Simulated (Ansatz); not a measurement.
# K2Pt (Fm-3m): from the cell to its phonons

Wanted: phonon frequencies of K2Pt (Fm-3m) and what follows from them.

Main program and level: Ansatz 0.2.0; DFT PBEsol, scalar-relativistic, plane waves, PAW; PAW set soft_1.

**1. Set-up**

Symmetry: Fm-3m, No. 225, cubic system. The conventional cell has a = 7.563 Å, b = 7.563 Å, c = 7.563 Å, α = 90.00°, β = 90.00°, γ = 90.00°. K has 4 Pt at 3.27 Å nearest. Pt has 8 K at 3.27 Å nearest. Farther neighbours are not listed.

**2. Bringing the structure to rest**

Harmonic phonons are second derivatives at a point where the forces vanish, and they are wanted at zero stress, so atoms and cell are relaxed first.

Input file input.yaml:

```yaml
crystal:
  lattice:
    - [0.0, 3.78146314, 3.78146314]
    - [3.78146314, 0.0, 3.78146314]
    - [3.78146314, 3.78146314, 0.0]
  atoms:
    - { symbol: K, position: [0.75, 0.75, 0.75] }
    - { symbol: K, position: [0.25, 0.25, 0.25] }
    - { symbol: Pt, position: [0.0, 0.0, 0.0] }
kpoints:
  mp_grid: { grid: [6, 6, 6] }
hamiltonian:
  xc: pbesol
  pseudopotentials: { kind: paw, azcp: { folder: soft_1 }, xc_functional: pbe }
scf:
  occupations: { method: gaussian, width: 0.02 }
output:
  forces: true
  stress: true
  eigenvalues: true
  write_density: true
  write_potential: true
  elf: true
  volumetric_format: npy
relax:
  adjacent_minimum: "off"
  f_tol: 0.005
  max_steps: 80
  cell: { stress_tol: 0.05 }
```

Command:

```sh
$ ansatz run input.yaml --threads 4 --pin off --max-ram 10240MiB --backend cpu --events-out ev --progress --plain --runs-dir out
```

Numbers of over 12 decimals in the logs are rounded to 6 here.

What it wrote:

```text
Engine: ansatz 0.2.0, aarch64-unknown-linux-gnu
Pseudopotentials: kind: paw
Pseudopotential: K, paw, valence charge 9, recommended cutoff 420 eV (normal), soft_1/K.paw.azcp
Pseudopotential: Pt, paw, valence charge 18, recommended cutoff 420 eV (normal), soft_1/Pt.paw.azcp
Functional definition: PBEsol
  exchange = pbesol_x
  correlation = pbesol_c
Crystal: 3 atoms, lattice volume = 108.146 Å³
Basis set: ecut = 420 eV, 2085 PW (Γ), exchange–correlation on 72×72×72 points (8 copies of the dense FFT grid, shifted against one another)
Bands: 22, of which v1, the nominal top of the filled ones, is band 18 counted from 1 (17 counted from 0)
Symmetry: 48 space group operations
Space group: Fm-3m (ITA 225), of the structure as read, at distance tolerance 4.8e-5 Å
k-points: 16 of 216
Non-local potential: K, projectors of the file, l = 0: 3, l = 1: 2, l = 2: 2
Non-local potential: Pt, projectors of the file, l = 0: 3, l = 1: 2, l = 2: 2, l = 3: 1
PAW form: soft (Blöchl's): semilocal exchange-correlation on the pseudo side does not see the compensation charge
PAW frozen core: K, regenerated for the run's functional, and the local potential with it (the file was generated under x = pbe(κ = 0.804, μ = 0.219515), c = pbe(β = 0.066725))
PAW frozen core: Pt, regenerated for the run's functional, and the local potential with it (the file was generated under x = pbe(κ = 0.804, μ = 0.219515), c = pbe(β = 0.066725))
PAW one-centre angular grid: K, 110 points (default); XC on 64 Gauss nodes
PAW one-centre angular grid: Pt, 590 points (default); XC on 64 Gauss nodes
Initial density: superposition of atomic densities (chi_scale 0.1, normalization cell, long waves kept (reshape's long-wave potential 0.00 eV rms))
Initial wavefunctions: pseudopotential atomic-orbital guess
Functional: x = pbesol(κ = 0.804, μ = 0.123457), c = pbesol(β = 0.046)
SCF iter   1: F=—  HF=-15421.434458 eV  |F-HF|=—  |Δ(HF+E_count)|=         —  Δρ=1.40e-1  dr2=4.30e1  ethr=3.10e-3  ⟨swp⟩=6.1  Hψ=1662  notcnv=0
preconditioner: auto → LDOS  [insulator: Δε(μ)=0.026 eV  Ē_g=10.405 eV  σ=0.020 eV  W_gap=0.61  n_scr=14 (ndim 8)  ℏωp=17.5 eV  f_vac=0.016  D(μ)=6.73/eV (n_scr^D=64)  ε∞_Penn≈3.8  β→1.0]
SCF iter   2: F=—  HF=-15418.130415 eV  |F-HF|=—  |Δ(HF+E_count)|=    3.30e0  Δρ=8.81e-2  dr2=7.41e0  ethr=3.10e-3  ⟨swp⟩=3.8  Hψ=1008  notcnv=0
preconditioner: auto → none  [insulator: Δε(μ)=2.390 eV  Ē_g=10.665 eV  σ=0.020 eV  W_gap=1.00  n_scr=14 (ndim 8)  ℏωp=17.5 eV  f_vac=0.128  D(μ)=0.00/eV (n_scr^D=0)  ε∞_Penn≈3.7  β→0.5]
SCF iter   3: F=—  HF=-15417.479975 eV  |F-HF|=—  |Δ(HF+E_count)|=   6.50e-1  Δρ=3.62e-2  dr2=2.62e0  ethr=3.10e-3  ⟨swp⟩=2.0  Hψ=832  notcnv=0
SCF iter   4: F=—  HF=-15417.052698 eV  |F-HF|=—  |Δ(HF+E_count)|=   4.27e-1  Δρ=1.13e-2  dr2=3.89e-1  ethr=3.10e-3  ⟨swp⟩=2.0  Hψ=590  notcnv=0
SCF iter   5: F=—  HF=-15417.015567 eV  |F-HF|=—  |Δ(HF+E_count)|=   3.71e-2  Δρ=6.97e-3  dr2=1.33e-1  ethr=1.08e-3  ⟨swp⟩=2.7  Hψ=597  notcnv=0
SCF iter   6: F=—  HF=-15416.998480 eV  |F-HF|=—  |Δ(HF+E_count)|=   1.71e-2  Δρ=4.41e-3  dr2=5.42e-2  ethr=3.71e-4  ⟨swp⟩=1.5  Hψ=432  notcnv=0
SCF iter   7: F=—  HF=-15416.988769 eV  |F-HF|=—  |Δ(HF+E_count)|=   9.71e-3  Δρ=9.64e-4  dr2=2.94e-3  ethr=1.51e-4  ⟨swp⟩=2.0  Hψ=511  notcnv=0
SCF iter   8: F=—  HF=-15416.988188 eV  |F-HF|=—  |Δ(HF+E_count)|=   5.81e-4  Δρ=1.34e-4  dr2=6.09e-5  ethr=8.17e-6  ⟨swp⟩=2.0  Hψ=448  notcnv=0
SCF iter   9: F=—  HF=-15416.988182 eV  |F-HF|=—  |Δ(HF+E_count)|=   6.32e-6  Δρ=1.58e-5  dr2=6.88e-7  ethr=1.69e-7  ⟨swp⟩=2.0  Hψ=448  notcnv=0
SCF iter  10: F=-15416.988182 eV  HF=-15416.988182 eV  |F-HF|=1.55e-10  |Δ(HF+E_count)|=   9.50e-8  Δρ=9.02e-7  dr2=5.45e-10  ethr=2.78e-10  ⟨swp⟩=9.4  Hψ=2445  notcnv=0
SCF 1 converged in 10 iterations: F = -15416.988182 eV  dr2 = 5.45e-10
  greatest PAW one-centre occupation: 1.000 electrons in one spin orbital (limit 2), on the Pt atom at site 2 (counted from 0), in its partial waves of l = 0
relax step   1: F+E_penalty+E_count = -15416.98818158 eV  Δ(F+E_penalty+E_count) = +0.000e0 eV  max|allowed force component| = 6.168e-18 eV/Å  Δτ_max = 0.0000 Å  P = -0.541 GPa  Ω = 108.146 Å³  (10 SCF iters, dr2 threshold 1.00e-7 eV, accepted)
Crystal: 3 atoms, lattice volume = 106.424 Å³
Initial density: handed on by an earlier stage of this run
Initial wavefunctions: those handed on with the density
iter 1 solved again at ethr=8.11e-6 eV; its pass at ethr=3.10e-3 eV (dr2=2.92e-3 eV) is discarded
SCF iter   1: F=—  HF=-15416.993343 eV  |F-HF|=—  |Δ(HF+E_count)|=         —  Δρ=1.17e-3  dr2=2.89e-3  ethr=8.11e-6  ⟨swp⟩=1.0  Hψ=1882  notcnv=0
preconditioner: auto → none  [insulator: Δε(μ)=1.325 eV  Ē_g=10.362 eV  σ=0.020 eV  W_gap=1.00  n_scr=14 (ndim 8)  ℏωp=17.6 eV  f_vac=0.167  D(μ)=0.00/eV (n_scr^D=0)  ε∞_Penn≈3.9]
SCF iter   2: F=—  HF=-15416.993801 eV  |F-HF|=—  |Δ(HF+E_count)|=   4.58e-4  Δρ=1.66e-3  dr2=5.31e-3  ethr=8.02e-6  ⟨swp⟩=2.0  Hψ=512  notcnv=0
SCF iter   3: F=—  HF=-15416.992861 eV  |F-HF|=—  |Δ(HF+E_count)|=   9.40e-4  Δρ=4.96e-4  dr2=3.78e-4  ethr=8.02e-6  ⟨swp⟩=2.0  Hψ=447  notcnv=0
SCF iter   4: F=—  HF=-15416.992813 eV  |F-HF|=—  |Δ(HF+E_count)|=   4.71e-5  Δρ=1.82e-5  dr2=4.70e-7  ethr=1.05e-6  ⟨swp⟩=2.0  Hψ=448  notcnv=0
SCF iter   5: F=—  HF=-15416.992816 eV  |F-HF|=—  |Δ(HF+E_count)|=   2.43e-6  Δρ=4.78e-6  dr2=3.82e-8  ethr=8.33e-10  ⟨swp⟩=9.8  Hψ=2423  notcnv=0
SCF iter   6: F=-15416.992816 eV  HF=-15416.992816 eV  |F-HF|=3.44e-10  |Δ(HF+E_count)|=   6.49e-9  Δρ=4.93e-7  dr2=3.19e-10  ethr=1.06e-10  ⟨swp⟩=5.0  Hψ=1883  notcnv=0
SCF 2 converged in 6 iterations: F = -15416.992816 eV  dr2 = 3.19e-10
relax step   2: F+E_penalty+E_count = -15416.99281592 eV  Δ(F+E_penalty+E_count) = -4.634e-3 eV  max|allowed force component| = 4.395e-17 eV/Å  Δτ_max = 0.0000 Å  P = -0.302 GPa  Ω = 106.424 Å³  energy of the carried Pulay correction = +8.295e-5 eV  (6 SCF iters, dr2 threshold 3.00e-7 eV, accepted)
Crystal: 3 atoms, lattice volume = 104.321 Å³
iter 1 solved again at ethr=1.22e-5 eV; its pass at ethr=3.10e-3 eV (dr2=4.41e-3 eV) is discarded
SCF iter   1: F=—  HF=-15416.995594 eV  |F-HF|=—  |Δ(HF+E_count)|=         —  Δρ=1.46e-3  dr2=4.30e-3  ethr=1.22e-5  ⟨swp⟩=1.0  Hψ=1877  notcnv=0
preconditioner: auto → none  [insulator: Δε(μ)=1.351 eV  Ē_g=10.387 eV  σ=0.020 eV  W_gap=1.00  n_scr=14 (ndim 8)  ℏωp=17.8 eV  f_vac=0.164  D(μ)=0.00/eV (n_scr^D=0)  ε∞_Penn≈3.9]
SCF iter   2: F=—  HF=-15416.996257 eV  |F-HF|=—  |Δ(HF+E_count)|=   6.63e-4  Δρ=2.03e-3  dr2=7.74e-3  ethr=1.19e-5  ⟨swp⟩=2.0  Hψ=512  notcnv=0
SCF iter   3: F=—  HF=-15416.994870 eV  |F-HF|=—  |Δ(HF+E_count)|=   1.39e-3  Δρ=5.94e-4  dr2=5.19e-4  ethr=1.19e-5  ⟨swp⟩=2.0  Hψ=457  notcnv=0
SCF iter   4: F=—  HF=-15416.994809 eV  |F-HF|=—  |Δ(HF+E_count)|=   6.16e-5  Δρ=2.49e-5  dr2=6.77e-7  ethr=1.44e-6  ⟨swp⟩=2.0  Hψ=448  notcnv=0
SCF iter   5: F=—  HF=-15416.994813 eV  |F-HF|=—  |Δ(HF+E_count)|=   3.98e-6  Δρ=4.62e-6  dr2=2.58e-8  ethr=6.35e-10  ⟨swp⟩=9.9  Hψ=2460  notcnv=0
SCF iter   6: F=-15416.994813 eV  HF=-15416.994813 eV  |F-HF|=8.73e-11  |Δ(HF+E_count)|=   1.19e-8  Δρ=6.06e-7  dr2=3.98e-10  ethr=7.18e-11  ⟨swp⟩=5.0  Hψ=1938  notcnv=0
SCF 3 converged in 6 iterations: F = -15416.994813 eV  dr2 = 3.98e-10
relax step   3: F+E_penalty+E_count = -15416.99481265 eV  Δ(F+E_penalty+E_count) = -1.997e-3 eV  max|allowed force component| = 2.005e-17 eV/Å  Δτ_max = 0.0000 Å  P = +0.020 GPa  Ω = 104.321 Å³  energy of the carried Pulay correction = +1.861e-4 eV  (6 SCF iters, dr2 threshold 2.28e-7 eV, accepted)
Initial wavefunctions: pseudopotential atomic-orbital guess (no wavefunctions were taken with the density)
iter 1 solved again at ethr=1.11e-7 eV; its pass at ethr=3.10e-3 eV (dr2=3.98e-5 eV) is discarded
SCF iter   1: F=—  HF=-15416.994605 eV  |F-HF|=—  |Δ(HF+E_count)|=         —  Δρ=3.79e-5  dr2=2.61e-7  ethr=1.11e-7  ⟨swp⟩=3.2  Hψ=2604  notcnv=0
preconditioner: auto → none  [insulator: Δε(μ)=1.403 eV  Ē_g=10.398 eV  σ=0.020 eV  W_gap=1.00  n_scr=14 (ndim 8)  ℏωp=17.8 eV  f_vac=0.165  D(μ)=0.00/eV (n_scr^D=0)  ε∞_Penn≈3.9]
SCF iter   2: F=—  HF=-15416.994598 eV  |F-HF|=—  |Δ(HF+E_count)|=   6.50e-6  Δρ=1.79e-5  dr2=6.59e-8  ethr=7.25e-10  ⟨swp⟩=2.0  Hψ=640  notcnv=0
SCF iter   3: F=—  HF=-15416.994598 eV  |F-HF|=—  |Δ(HF+E_count)|=   1.03e-7  Δρ=1.00e-5  dr2=1.89e-7  ethr=1.83e-10  ⟨swp⟩=2.0  Hψ=448  notcnv=0  recentre
SCF iter   4: F=—  HF=-15416.994598 eV  |F-HF|=—  |Δ(HF+E_count)|=   3.24e-8  Δρ=1.91e-6  dr2=8.22e-10  ethr=1.83e-10  ⟨swp⟩=2.0  Hψ=492  notcnv=0
SCF iter   5: F=-15416.994598 eV  HF=-15416.994598 eV  |F-HF|=2.73e-11  |Δ(HF+E_count)|=   1.57e-9  Δρ=1.83e-7  dr2=9.01e-12  ethr=1.00e-12  ⟨swp⟩=4.0  Hψ=1685  notcnv=0
SCF 4 converged in 5 iterations: F = -15416.994598 eV  dr2 = 9.01e-12
relax step   4: F+E_penalty+E_count = -15416.99459818 eV  Δ(F+E_penalty+E_count) = +2.145e-4 eV  max|allowed force component| = 2.313e-17 eV/Å  Δτ_max = 0.0000 Å  P = +0.021 GPa  Ω = 104.321 Å³  stress off target by 2.13e-2 GPa  SCF on the basis re-selected at this cell (its energy is not comparable with the rows above)  (5 SCF iters)
basis re-selected at this cell: Δ(F+E_penalty+E_count) = +2.145e-4 eV, ΔP = +0.002 GPa vs the last step (what re-selecting the basis moved, of the pressure what is left beyond the Pulay correction that the steps carried, after the strain that the cell walked since its last selection, with what the two solves' SCF thresholds leave and, on support functions, any second-order correction that the steps lacked; it is no m [...]
SCF converged after 5 iterations
Free energy (F): -15416.994598 eV
Harris-Foulkes:  -15416.994598 eV  (|F-HF|=2.73e-11)
Internal energy: -15416.994598 eV  (E = F + TS)
E sigma→0 (E₀):  -15416.994598 eV
Fermi energy:    5.458331 eV
--- Per-component energies (eV) ---
  E_band       = -593.888494
  E_kinetic    = 1113.437889
  E_local      = -4198.671373  (includes V_loc(G=0)·N_el)
  E_nonlocal   = 236.888169
  E_hartree    = 1618.754549
  E_xc         = -497.933291
  E_vxc        = -598.404555  (∫ρ·V_xc dr)
  E_paw        = -10872.331094  (= ΣΔE_a)
  E_vpaw       = -384.648751  (= ΣTr[D̂ρ^β])
  E_aug_tail   = 0.001087  (compensation charges beyond the density's cutoff)
  E_ewald      = -2817.643336
  E_core_change = 0.502802  (= ΣΔE_core)
  E_smearing   = -0.000000  (= −TS)
  E_closure    = 0.000000  (closes the sum)
  Σ components = -15416.994598   (vs F -15416.994598, Δ=0.00e0)
--- Forces (eV/Å), atoms counted from 1 ---
  atom   1  K      0.00000000    -0.00000000     0.00000000
  atom   2  K     -0.00000000     0.00000000    -0.00000000
  atom   3  Pt     0.00000000    -0.00000000     0.00000000
  max |Σ_I F_I| component: 2.78e-17 eV/Å
--- Stress (GPa, compression-positive) ---
        0.021269       0.000000       0.000000
        0.000000       0.021269       0.000000
        0.000000       0.000000       0.021269
  P = ⅓ Tr σ = 0.0213 GPa (0.213 kbar)
--- Band table (eV; the first three rows and the last of 16) ---
  k-point 0: bands = [... 14 lower, 4.5457, 4.7075, 4.7075, 4.7075, 8.3109, 8.3109, 8.3109, 10.4460]
  k-point 1: bands = [... 14 lower, 4.5599, 4.6696, 4.7022, 4.7022, 7.6124, 8.4685, 8.4685, 10.7427]
  k-point 2: bands = [... 14 lower, 4.5884, 4.6130, 4.6927, 4.6927, 6.6618, 8.8158, 8.8158, 10.8224]
  k-point 15: bands = [... 14 lower, 4.4607, 4.5946, 4.7041, 4.7119, 6.9149, 8.1126, 8.1373, 9.7480]
--- Relaxed structure (3 steps of the walk, 3 accepted, 1 SCFs on fresh bases) ---
  F+E_penalty+E_count = -15416.99459818 eV   max|allowed force component| = 2.313e-17 eV/Å   (the final SCF, on the basis selected at the relaxed cell)
  cell:  # Å, volume = 104.3213 Å³
    - [0, 3.736351, 3.736351]
    - [3.736351, 0, 3.736351]
    - [3.736351, 3.736351, 0]
  atoms:
    - { symbol: K, position: [0.750000, 0.750000, 0.750000] }
    - { symbol: K, position: [0.25, 0.25, 0.25] }
    - { symbol: Pt, position: [0, 0, 0] }
```

Run time: 3.3 s. Hardware: 4 threads of Arm Neoverse V1, shared host; peak memory 0.39 GiB; 11 s of CPU time.

Relaxation path:

| step | energy less that of the first step (eV) | largest force component (eV/Å) | pressure (GPa) | volume (Å³) |
| --- | --- | --- | --- | --- |
| 1 | 0.0000 | 0.0000 | -0.54 | 108.15 |
| 2 | -0.0046 | 0.0000 | -0.30 | 106.42 |
| 3 | -0.0066 | 0.0000 | 0.02 | 104.32 |
| 4* | -0.0064 | 0.0000 | 0.02 | 104.32 |

Relaxation steps marked * repeat the geometry before them on a plane-wave basis chosen anew for their cell, so energy and pressure can jump there.

Forces are held to the 48 operations that the run works with; a distortion that breaks them can't arise in this run.

| conventional cell, symmetrised | before | after | change |
| --- | --- | --- | --- |
| a (Å) | 7.563 | 7.473 | -1.2 % |
| b (Å) | 7.563 | 7.473 | -1.2 % |
| c (Å) | 7.563 | 7.473 | -1.2 % |
| volume (Å³/atom) | 36.05 | 34.77 | -3.5 % |

Final coordinates:

```
K Pt
1.0
     0.00000    3.73635    3.73635
     3.73635    0.00000    3.73635
     3.73635    3.73635    0.00000
K Pt
2 1
Direct
  0.75000 0.75000 0.75000
  0.25000 0.25000 0.25000
  0.00000 0.00000 0.00000
```

Numbers from this step:

```
pressure           : 0.02127 GPa
gap on the k-mesh  : 1.403 eV
volume per atom    : 34.77 Å³
direct gap on mesh : 1.471 eV
```

Valence density in the ac plane of a cell with a along [110], b along [-110] and c along [001] of the cube at fractional y = 0.000, with atoms of K and Pt within 0.2 Å of it. It is the smooth field of the valence electrons, not physical close to the nuclei.

Values in units of 1e0 e/Å³, 11 rows by 16 columns, each cell a mean:
```
6.4 1.1 0.1 0.1 0.1 0.1 0.6 5.1 6.4 1.1 0.1 0.1 0.1 0.1 0.6 5.1
0.6 0.2 0.2 1.0 1.3 0.3 0.2 0.5 0.6 0.2 0.2 1.0 1.3 0.3 0.2 0.5
0.1 0.1 0.4 3.2 3.8 0.8 0.1 0.1 0.1 0.1 0.4 3.2 3.8 0.8 0.1 0.1
0.0 0.0 0.2 1.6 2.1 0.4 0.0 0.0 0.0 0.0 0.2 1.6 2.1 0.4 0.0 0.0
0.0 0.0 0.0 0.1 0.1 0.0 0.0 0.0 0.0 0.0 0.0 0.1 0.1 0.0 0.0 0.0
0.0 0.0 0.0 0.0 0.0 0.0 0.0 0.0 0.0 0.0 0.0 0.0 0.0 0.0 0.0 0.0
0.0 0.0 0.0 0.2 0.3 0.1 0.0 0.0 0.0 0.0 0.0 0.2 0.3 0.1 0.0 0.0
0.0 0.0 0.3 2.3 2.8 0.6 0.0 0.0 0.0 0.0 0.3 2.3 2.8 0.6 0.0 0.0
0.1 0.1 0.4 2.9 3.4 0.7 0.1 0.1 0.1 0.1 0.4 2.9 3.4 0.7 0.1 0.1
1.3 0.3 0.1 0.5 0.7 0.2 0.2 1.1 1.3 0.3 0.1 0.5 0.7 0.2 0.2 1.1
8.2 1.5 0.1 0.0 0.0 0.1 0.7 6.5 8.2 1.5 0.1 0.0 0.0 0.1 0.7 6.5
```
Columns run along a (10.6 Å), rows up along c (7.5 Å), edges of the conventional cell, whose origin can differ from the input's. Atoms in or near the plane, at fractional coordinates: K at (0.25, 0.75), K at (0.75, 0.75), K at (0.25, 0.25), K at (0.75, 0.25), Pt at (0.00, 0.00), Pt at (0.50, 0.00).

ELF in the ac plane of a cell with a along [110], b along [-110] and c along [001] of the cube at fractional y = 0.000, with atoms of K and Pt within 0.2 Å of it. It is the smooth field of the valence electrons, not physical close to the nuclei.

Values, 11 rows by 16 columns, each cell a mean:
```
0.55 0.42 0.23 0.09 0.11 0.17 0.38 0.53 0.55 0.42 0.23 0.09 0.11 0.17 0.38 0.53
0.38 0.30 0.18 0.68 0.74 0.29 0.23 0.38 0.38 0.30 0.18 0.68 0.74 0.29 0.23 0.38
0.33 0.13 0.46 0.81 0.76 0.64 0.10 0.30 0.33 0.13 0.46 0.81 0.76 0.64 0.10 0.30
0.11 0.03 0.37 0.81 0.84 0.53 0.04 0.09 0.11 0.03 0.37 0.81 0.84 0.53 0.04 0.09
0.02 0.01 0.05 0.22 0.25 0.07 0.01 0.02 0.02 0.01 0.05 0.22 0.25 0.07 0.01 0.02
0.01 0.02 0.02 0.02 0.02 0.02 0.02 0.01 0.01 0.02 0.02 0.02 0.02 0.02 0.02 0.01
0.03 0.01 0.09 0.39 0.44 0.16 0.02 0.02 0.03 0.01 0.09 0.39 0.44 0.16 0.02 0.02
0.17 0.05 0.44 0.84 0.82 0.62 0.06 0.14 0.17 0.05 0.44 0.84 0.82 0.62 0.06 0.14
0.35 0.17 0.40 0.81 0.79 0.59 0.12 0.34 0.35 0.17 0.40 0.81 0.79 0.59 0.12 0.34
0.42 0.33 0.16 0.51 0.60 0.18 0.28 0.40 0.42 0.33 0.16 0.51 0.60 0.18 0.28 0.40
0.57 0.43 0.28 0.06 0.04 0.21 0.39 0.56 0.57 0.43 0.28 0.06 0.04 0.21 0.39 0.56
```
Columns run along a (10.6 Å), rows up along c (7.5 Å), edges of the conventional cell, whose origin can differ from the input's. Atoms in or near the plane, at fractional coordinates: K at (0.25, 0.75), K at (0.75, 0.75), K at (0.25, 0.25), K at (0.75, 0.25), Pt at (0.00, 0.00), Pt at (0.50, 0.00).

Electrostatic potential energy in the ac plane of a cell with a along [110], b along [-110] and c along [001] of the cube at fractional y = 0.000, with atoms of K and Pt within 0.2 Å of it. With pseudopotentials it is smooth inside the atoms' cores, unlike the true potential.

Ten even steps from '_' (-50 eV) to '@' (9 eV), each cell a mean:
```
____==@@@@@@@@@@@@@@@@@@##..______==@@@@@@@@@@@@@@@@@@##..__
..--##@@@@@@@@@@@@@@@@@@%%++....--##@@@@@@@@@@@@@@@@@@%%++..
##%%@@@@@@@@######%%@@@@@@%%####%%@@@@@@@@######%%@@@@@@%%##
@@@@@@@@@@##==::--**%%@@@@@@@@@@@@@@@@@@##==::--**%%@@@@@@@@
@@@@@@@@%%**::....==##@@@@@@@@@@@@@@@@%%**::....==##@@@@@@@@
@@@@@@@@%%**::....==##@@@@@@@@@@@@@@@@%%**::....==##@@@@@@@@
@@@@@@@@@@##==::--**%%@@@@@@@@@@@@@@@@@@##==::--**%%@@@@@@@@
@@@@@@@@@@%%##**##%%@@@@@@@@@@@@@@@@@@@@%%##**##%%@@@@@@@@@@
@@@@@@@@@@@@@@@@@@@@@@@@@@@@@@@@@@@@@@@@@@@@@@@@@@@@@@@@@@@@
@@@@@@@@@@@@@@@@@@@@@@@@@@@@@@@@@@@@@@@@@@@@@@@@@@@@@@@@@@@@
@@@@@@@@@@@@@@@@@@@@@@@@@@@@@@@@@@@@@@@@@@@@@@@@@@@@@@@@@@@@
@@@@@@@@@@@@@@@@@@@@@@@@@@@@@@@@@@@@@@@@@@@@@@@@@@@@@@@@@@@@
@@@@@@@@@@@@%%%%%%@@@@@@@@@@@@@@@@@@@@@@@@%%%%%%@@@@@@@@@@@@
@@@@@@@@@@%%**==++##@@@@@@@@@@@@@@@@@@@@%%**==++##@@@@@@@@@@
@@@@@@@@%%**--..::++%%@@@@@@@@@@@@@@@@%%**--..::++%%@@@@@@@@
@@@@@@@@%%++::__..--##@@@@@@@@@@@@@@@@%%++::__..--##@@@@@@@@
@@@@@@@@@@**--..::==%%@@@@@@@@@@@@@@@@@@**--..::==%%@@@@@@@@
%%@@@@@@@@%%**==++##@@@@@@@@@@%%@@@@@@@@%%**==++##@@@@@@@@@@
==**%%@@@@@@%%%%%%@@@@@@@@##====**%%@@@@@@%%%%%%@@@@@@@@##==
__..**@@@@@@@@@@@@@@@@@@%%--____..**@@@@@@@@@@@@@@@@@@%%--__
____--%%@@@@@@@@@@@@@@@@**..______--%%@@@@@@@@@@@@@@@@**..__
```
Columns run along a (10.6 Å; values clipped at the 3rd and 97th percentile), rows up along c (7.5 Å), edges of the conventional cell, whose origin can differ from the input's. Atoms in or near the plane, at fractional coordinates: K at (0.25, 0.75), K at (0.75, 0.75), K at (0.25, 0.25), K at (0.75, 0.25), Pt at (0.00, 0.00), Pt at (0.50, 0.00).

In this step the volume went from 36.05 to 34.77 Å³/atom.

(Continued in part 2 of 3.)

[Logs are printed without paths, hosts, clocks, repeated set-up lines and the standing remarks that a program may print on its own settings, such as how far it seeks lower states.]

[Hosts, paths, dates, database ids (printed as entryN), source tags and the programs' standing remarks are cut or masked in the printed files.]
